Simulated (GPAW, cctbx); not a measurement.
## Reading charge transfer from structure factors

(AgCl)2(CaS)2, P4/nmm (no. 129, origin choice 1), a = 4.0678 Å, b = 4.0678 Å, c = 10.8957 Å, α = 90.00°, β = 90.00°, γ = 90.00°.

| atom | mult. | x | y | z |
| --- | --- | --- | --- | --- |
| Ag1 | 2 | 1/2 | 0 | 0.8558 |
| Ca1 | 2 | 1/2 | 0 | 0.3637 |
| Cl1 | 2 | 0 | 1/2 | 0.8920 |
| S1 | 2 | 0 | 1/2 | 0.3740 |

The cell is a (AgCl)2(CaS)2 superlattice along [001] of the rock-salt type, started at the mean lattice constant and relaxed freely, with no substrate.

Absolute values of the static structure factors of the conventional cell from DFT (PBE, GPAW) against free spherical atoms, in electrons:

```csv
hkl,d (Å),free atoms,crystal
001,10.896,35.82,35.65
002,5.448,19.96,19.95
101,3.811,42.69,42.66
003,3.632,43.04,42.64
102,3.259,59.07,58.40
110,2.876,158.79,159.38
111,2.781,32.25,32.03
004,2.724,143.54,144.18
103,2.709,9.85,9.78
112,2.544,17.48,17.51
```

**Question.** Which way does charge move, and which reflections show it best?

Project each element's phase sum on the total phase. |F| rises if density moves to atoms that scatter in phase and falls if it moves to atoms that scatter against it; the rule is for low angles, since changes of shape take over beyond. Where all elements are in phase the terms compete, and the compactness of the donor's and the acceptor's density matters too.

| hkl | Ag in phase | Ca in phase | Cl in phase | S in phase | change (e) | (%) |
| --- | --- | --- | --- | --- | --- | --- |
| 001 | +1.2 | -1.3 | +1.6 | -1.4 | -0.17 | -0.5 |
| 002 | +0.5 | +0.3 | -0.4 | 0.0 | -0.01 | -0.1 |
| 101 | +1.6 | -1.5 | -1.3 | +1.4 | -0.04 | -0.1 |
| 003 | +1.8 | -1.7 | +0.9 | -1.4 | -0.40 | -0.9 |
| 102 | +1.9 | +2.0 | -2.0 | -2.0 | -0.68 | -1.1 |
| 110 | +2.0 | +2.0 | +2.0 | +2.0 | +0.59 | +0.4 |
| 111 | +1.2 | -1.3 | +1.6 | -1.4 | -0.22 | -0.7 |
| 004 | +1.8 | +1.9 | +1.8 | +2.0 | +0.64 | +0.4 |

Low-angle reflections that set elements apart and change by more than 0.05 e: 001, 003, 102 and 111 (002 and 101 hardly move and tell little). The signs fit a gain of density on Cl and S and a loss on Ag and Ca. The best witness is 102, -1.1 %, where S enters with -2.0. The real-space density agrees: Voronoi charges Ag +0.27, Ca +0.24, Cl -0.19, S -0.31 e. The shortest bond, Ag–S, has Δρ = +0.04 e/Å³ at its midpoint.

[Outputs are excerpts: Python notices, other lines and further rows are left out; steps that failed or that the build refused (PBEsol, TPSS) are not shown.]

[Logs are printed without paths, hosts, clocks, repeated set-up lines and the standing remarks that a program may print on its own settings, such as how far it seeks lower states.]
